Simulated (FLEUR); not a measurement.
# SrFeO3: which magnetic order is lowest, part 3 of 3

Aim: find out whether SrFeO3 carries moments, and which collinear order costs least.

FLEUR MaX-R8.1; LDA (VWN) with U = 5.4 eV, J = 0.9 eV on Fe d; all-electron FLAPW, Dirac cores, scalar-relativistic bands.

So far, largest spin moment in the muffin-tin sphere (μB): step 2 (order 1, typed as ferro +) 3.67; step 3 (run 2 (antiferro q=(0,1/2,1/2) +-)) 3.54.

## Step 5: Spin–orbit coupling, moments along [001]

Level of this step: LDA (VWN) with U = 5.4 eV, J = 0.9 eV on Fe d; all-electron FLAPW, Dirac cores, scalar-relativistic bands with spin-orbit coupling (FLEUR).

Spin–orbit coupling ties the spins to the lattice and lets orbital moments form.

A new self-consistent run of the start ferro +, with the moments along z. The k list default-1 (kpts.xml, not shown) is a Γ-centred 6×6×6 mesh.

inp.xml

```
<?xml version="1.0" encoding="UTF-8" standalone="no"?>
<fleurInput fleurInputVersion="0.39">
   <comment>
      SrFeO3
   </comment>
   <calculationSetup>
      <cutoffs Kmax="4.4" Gmax="13.2" GmaxXC="13.2" numbands="144"/>
      <scfLoop itmax="130" minDistance="0.0001" maxIterBroyd="15" imix="Anderson" alpha="0.05" precondParam="0.0" spinf="2.0" sdNocoIR="T"/>
      <coreElectrons ctail="T" frcor="F" kcrel="0" coretail_lmax="0"/>
      <xcFunctional name="vwn" relativisticCorrections="F"/>
      <magnetism jspins="2"/>
      <soc l_soc="T" theta="0.0" phi="0.0" spav="F"/>
      <expertModes spex="0" secvar="F"/>
      <geometryOptimization l_f="F" forcealpha="1.0" forcemix="BFGS" epsdisp="0.00001" epsforce="0.00001"/>
      <ldaU l_linMix="F" mixParam="0.05" spinf="1.0"/>
   </calculationSetup>
   <cell>
      <bzIntegration valenceElectrons="44.0" mode="hist" fermiSmearingEnergy="0.00183747">
         <kPointListSelection listName="default-1"/>
         <xi:include xmlns:xi="http://www.w3.org/2001/XInclude" href="kpts.xml"> </xi:include>
      </bzIntegration>
      <xi:include xmlns:xi="http://www.w3.org/2001/XInclude" href="sym.xml"> </xi:include>
      <bulkLattice scale="1.0">
         <bravaisMatrix>
            <row-1>    7.2354094514278344     0.0000000000000000     0.0000000000000000</row-1>
            <row-2>    0.0000000000000000     7.2354094514278344     0.0000000000000000</row-2>
            <row-3>    0.0000000000000000     0.0000000000000000     7.2354094514278344</row-3>
         </bravaisMatrix>
      </bulkLattice>
   </cell>
   <atomSpecies>
      <species name="Strontium (Sr)" element="Sr" atomicNumber="38">
         <mtSphere radius="2.8" gridPoints="925" logIncrement="0.014"/>
         <atomicCutoffs lmax="10" lnonsphr="8"/>
         <electronConfig flipSpins="F">
            <coreConfig>(1s1/2) (2s1/2) (2p1/2) (2p3/2) (3s1/2) (3p1/2) (3p3/2) (3d3/2) (3d5/2)</coreConfig>
            <valenceConfig>(4s1/2) (4p1/2) (4p3/2) (5s1/2)</valenceConfig>
         </electronConfig>
         <energyParameters s="5" p="5" d="4" f="4"/>
         <lo type="SCLO" l="0" n="4" eDeriv="0"/>
         <lo type="SCLO" l="1" n="4" eDeriv="0"/>
      </species>
      <species name="Iron (Fe) 4.000" element="Fe" atomicNumber="26">
         <mtSphere radius="2.25" gridPoints="745" logIncrement="0.016"/>
         <atomicCutoffs lmax="8" lnonsphr="6"/>
         <electronConfig flipSpins="F">
            <coreConfig>(1s1/2) (2s1/2) (2p1/2) (2p3/2)</coreConfig>
            <valenceConfig>(3s1/2) (3p1/2) (3p3/2) (4s1/2) (3d3/2) (3d5/2)</valenceConfig>
            <stateOccupation state="(3d3/2)" spinUp="2.0" spinDown="0.4"/>
            <stateOccupation state="(3d5/2)" spinUp="3.0" spinDown="0.6"/>
         </electronConfig>
         <energyParameters s="4" p="4" d="3" f="4"/>
         <ldaU l="2" U="5.4" J="0.9" l_amf="F"/>
         <lo type="SCLO" l="0" n="3" eDeriv="0"/>
         <lo type="SCLO" l="1" n="3" eDeriv="0"/>
      </species>
      <species name="Oxygen (O)" element="O" atomicNumber="8">
         <mtSphere radius="1.27" gridPoints="421" logIncrement="0.025"/>
         <atomicCutoffs lmax="6" lnonsphr="4"/>
         <electronConfig flipSpins="F">
            <coreConfig>(1s1/2)</coreConfig>
            <valenceConfig>(2s1/2) (2p1/2) (2p3/2)</valenceConfig>
            <stateOccupation state="(2p1/2)" spinUp="0.666667" spinDown="0.666667"/>
            <stateOccupation state="(2p3/2)" spinUp="1.333333" spinDown="1.333333"/>
         </electronConfig>
         <energyParameters s="2" p="2" d="3" f="4"/>
      </species>
   </atomSpecies>
   <atomGroups>
      <atomGroup species="Strontium (Sr)">
         <relPos label="                   1">.0000000000 .0000000000 .0000000000</relPos>
         <force calculate="T" relaxXYZ="TTT"/>
      </atomGroup>
      <atomGroup species="Iron (Fe) 4.000">
         <relPos label="                   2">1.000/2.000 1.000/2.000 1.000/2.000</relPos>
         <force calculate="T" relaxXYZ="TTT"/>
      </atomGroup>
      <atomGroup species="Oxygen (O)">
         <relPos label="                   3">.0000000000 1.000/2.000 1.000/2.000</relPos>
         <relPos label="                   4">1.000/2.000 .0000000000 1.000/2.000</relPos>
         <force calculate="T" relaxXYZ="TTT"/>
      </atomGroup>
      <atomGroup species="Oxygen (O)">
         <relPos label="                   5">1.000/2.000 1.000/2.000 .0000000000</relPos>
         <force calculate="T" relaxXYZ="TTT"/>
      </atomGroup>
   </atomGroups>
   <output dos="F" band="F" slice="F">
      <bandDOS minEnergy="-.5*Htr" maxEnergy="0.5*Htr" sigma="0.015" storeEVData="T"/>
      <plotting iplot="0" polar="F">
         <plot TwoD="T" vec1="  1.0  0.0  0.0" vec2="  0.0  1.0  0.0" vec3="  0.0  0.0  1.0" zero="  0.0  0.0  0.0" file="plot"/>
      </plotting>
      <moessbauerParams electricFieldGradient="F" isomerShift="F" coreHyperfine="F" valenceHyperfine="F"/>
   </output>
</fleurInput>
```

crystal.txt

```
SrFeO3
&input film=F cartesian=F /
3.82881379330  0.00000000000  0.00000000000
0.00000000000  3.82881379330  0.00000000000
0.00000000000  0.00000000000  3.82881379330
1.8897261246
1.0 1.0 1.0

5
38 0.00000000000  0.00000000000  0.00000000000
26 0.50000000000  0.50000000000  0.50000000000 : 4.000
8 0.00000000000  0.50000000000  0.50000000000
8 0.50000000000  0.00000000000  0.50000000000
8 0.50000000000  0.50000000000  0.00000000000

&soc 0.0000000 0.0000000 /
&kpt div1=6 div2=6 div3=6 gamma=T /
```

Started as:

```console
$ OMP_NUM_THREADS=1 inpgen -f crystal.txt > inpgen.log  # inp.xml is then edited as shown
$ OMP_NUM_THREADS=1 mpirun -n 4 fleur_MPI > fleur.log
```

The log of the run:

```text
[banner, memory and clock lines left out]
Welcome to FLEUR        (www.flapw.de)
      MaX-Release 8.1          (www.max-centre.eu)

 ========== k-point set info ==========
 Selected k-point list: default-1
 k-point list type: mesh
 6 x 6 x 6
 Number of k points: 44

 [... set-up left out ...]
 no density matrix found ... skipping LDA+U
 Complex matrix made real
 Complex matrix made real
 Reset of history
 Iteration:     1   Distance:      32.26844624 me/bohr^3
 Iteration:     2   Distance:      26.48594328 me/bohr^3
 Iteration:     3   Distance:      21.14957288 me/bohr^3
 Iteration:     4   Distance:      11.19199122 me/bohr^3
 Iteration:     5   Distance:      13.57518446 me/bohr^3
 Iteration:     6   Distance:       4.15219694 me/bohr^3
 Iteration:     7   Distance:       4.02337947 me/bohr^3
 Iteration:     8   Distance:       3.02433409 me/bohr^3
 Iteration:     9   Distance:       2.54677225 me/bohr^3
 Iteration:    10   Distance:       0.34565535 me/bohr^3
 Iteration:    11   Distance:       0.24329331 me/bohr^3
 Iteration:    12   Distance:       0.06752099 me/bohr^3
 Iteration:    13   Distance:       0.07871388 me/bohr^3
 Iteration:    14   Distance:       0.04546783 me/bohr^3
[... lines left out ...]
 Iteration:    19   Distance:       0.00216771 me/bohr^3
 Iteration:    20   Distance:       0.00101185 me/bohr^3
 Iteration:    21   Distance:       0.00069892 me/bohr^3
 Iteration:    22   Distance:       0.00035808 me/bohr^3
 Iteration:    23   Distance:       0.00037168 me/bohr^3
 Iteration:    24   Distance:       0.00010489 me/bohr^3
 Iteration:    25   Distance:       0.00002978 me/bohr^3

 ********************************************************************
 Run finished successfully
 Stop message:
   all done
 ********************************************************************

--- out.xml (last complete iteration) ---
<iteration numberForCurrentRun="   25" overallNumber="   25">
         [... left out ...]
         <bandgap value="0.0000547052" units="eV"/>
         <sumValenceSingleParticleEnergies value="-10.5415194733" units="Htr"/>
         <FermiEnergy value="0.4525244327" units="Htr"/>
         [... left out ...]
         <magneticMomentsInMTSpheres units="muBohr">
            <globalMagMoment atomType="1" vec="0.00000   0.00000   0.01444"/>
            <globalMagMoment atomType="2" vec="0.00000   0.00000   3.66670"/>
            <globalMagMoment atomType="3" vec="0.00000   0.00000   0.08031"/>
            <globalMagMoment atomType="4" vec="0.00000   0.00000   0.08026"/>
         </magneticMomentsInMTSpheres>
         <orbitalMomentsInMTSpheres units="muBohr">
            <globalMagMoment atomType="1" vec="0.00000   0.00000   0.00015"/>
            <globalMagMoment atomType="2" vec="0.00000   0.00000   0.01376"/>
            <globalMagMoment atomType="3" vec="0.00000   0.00000   0.00256"/>
            <globalMagMoment atomType="4" vec="0.00000   0.00000  -0.00060"/>
         </orbitalMomentsInMTSpheres>
         [... left out ...]
         <totalEnergy value="    -4671.2149711271" units="Htr">
            <sumOfEigenvalues value="    -2695.1835092333">
               <coreElectrons value="-2684.6419897599"/>
               <valenceElectrons value="-10.5415194733"/>
            </sumOfEigenvalues>
         [... left out ...]
            <freeEnergy value="-4671.2151305236"/>
            <extrapolationTo0K value="-4671.2150508254"/>
         </totalEnergy>
         [... left out ...]
         <ldaUDensityMatrixConvergence>
            <distance spin="1" distance="0.000001"/>
            <distance spin="2" distance="0.000001"/>
         </ldaUDensityMatrixConvergence>
         <densityConvergence units="me/bohr^3">
            <chargeDensity spin="1" distance="0.0000186428"/>
            <chargeDensity spin="2" distance="0.0000198566"/>
            <overallChargeDensity distance="0.0000297793"/>
            <spinDensity distance="0.0000244309"/>
         </densityConvergence>
      </iteration>
```

Run time: 2 min. Hardware: 4 MPI ranks of AMD EPYC 9R45 (Zen 5), shared host; peak memory 0.62 GiB; 8.1 min of CPU time.

Spin moment in the muffin-tin sphere by atom:

| atom | spin moment in the muffin-tin sphere (μB) |
| --- | --- |
| Sr1 | 0.01 |
| Fe2 | 3.67 |
| O3 | 0.08 |
| O4 | 0.08 |
| O5 | 0.08 |

Read from the output:

- free energy: -127110.2392 eV
- program's band gap on this mesh (in a metal only a level spacing): 5.47e-5 eV
- magnetization: 4.078 μB
- final state: ferromagnetic
- orbital moment along the spin: 0.01376 μB

Orbital moment in the sphere, along the spin axis by atom:

| atom | orbital moment in the sphere, along the spin axis (μB) |
| --- | --- |
| Sr1 | 0.0001 |
| Fe2 | 0.0138 |
| O3 | 0.0026 |
| O4 | 0.0026 |
| O5 | -0.0006 |

## Step 6: Results

```
lowest state found                                                          : ferromagnetic (typed ferro +)
largest site spin moment                                                    : 3.67 μB
next finished state                                                         : antiferromagnetic, 162 meV a seeded atom higher
orbital moment on the atom of largest spin, along its spin (spin–orbit run) : 0.0138 μB
```

What this shows: The lowest state found is ferromagnetic, reached from the start ferro +, with moments up to 3.67 μB. The next finished state costs 162 meV a seeded atom. On the atom of largest spin the orbital moment is almost quenched. Only 2 starts were tried; other patterns of signs, canted and longer-period orders were not. Computed site moments are spin alone, inside the muffin-tin sphere; measured ones also hold the orbital part and what lies outside the sphere, and fluctuations can lower them.

Computed beside measured:

| quantity | measured | LDA (VWN) with U = 5.4 eV, J = 0.9 eV on Fe d |
| --- | --- | --- |
| moment (Fe) (μB) | 2.96 | 3.67 (+23.9 %) |

Measured values from arxiv:1207.0921 (2012).

**Verdict.** The moment is off by +23.9 %. No cell relaxation is part of this session.

[Logs and program files are shortened in this print: banners, set-up blocks, solver, clock and traceback lines can be left out without a mark of their own.]

[Logs are printed without paths, hosts, clocks, repeated set-up lines and the standing remarks that a program may print on its own settings, such as how far it seeks lower states.]

[Hosts, paths, dates, database ids (printed as entryN), source tags and the programs' standing remarks are cut or masked in the printed files.]

[Where a cell is said to come from a database of computed structures, the database is the Materials Project.]
